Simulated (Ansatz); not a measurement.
WS2 (Tungstenite), computed twice by G0W0.

```
W S
1.0
     3.15320    0.00000    0.00000
    -1.57660    2.73075    0.00000
     0.00000    0.00000   12.32300
W S
2 4
Cartesian
  0.0000 1.8205 3.0808
  1.5766 0.9103 9.2423
  0.0000 1.8205 7.6711
  1.5766 0.9103 1.5096
  0.0000 1.8205 10.8134
  1.5766 0.9103 4.6519
```

The cell and positions come from the Crystallography Open Database and are kept as given unless a step says otherwise. Spin-orbit coupling is left out unless a run names it.

The first (Ansatz 0.2.0; start PBE, 6×6×2 mesh, 85 empty bands, screening to 50 eV, PAW set soft_1 files; 1 × NVIDIA H100 80GB HBM3 (shared by 6 runs) with 3 threads of AMD EPYC 7R13 (Zen 3), shared host) gave, on its mesh: starting gap 0.98 eV, G0W0 gap 1.26 eV, RPA ε∞ (mean) 11.61, 17 s.

**Question.** The second changes empty bands from 85 to 1251 and screening cutoff (eV) from 50 to 300. What does it give?

It gave: starting gap 0.98 eV, G0W0 gap 1.40 eV, RPA ε∞ (mean) 11.21, 1.8 min. The G0W0 gap moves by +0.14 eV, +0.00 eV from the start and +0.14 eV from the correction. Σc changes by −0.86 eV at the valence top and −0.72 eV at the conduction bottom, and Σx − Vxc between them by +0.00 eV.

Limits: not at the basis limit; no spin-orbit coupling; coarse k mesh.

[Paths, hosts, dates, memory and timing lines, banners, echoed tables and standing remarks are left out of the program output.]

[Logs are printed without paths, hosts, clocks, repeated set-up lines and the standing remarks that a program may print on its own settings, such as how far it seeks lower states.]

[Runs of the session that timed out or met a known fault of the program may be left out.]

[Cells called generated may have been cut or substituted from an entry of the Crystallography Open Database or the Materials Project.]

[Hosts, paths, dates, database ids (printed as entryN), source tags and the programs' standing remarks are cut or masked in the printed files.]
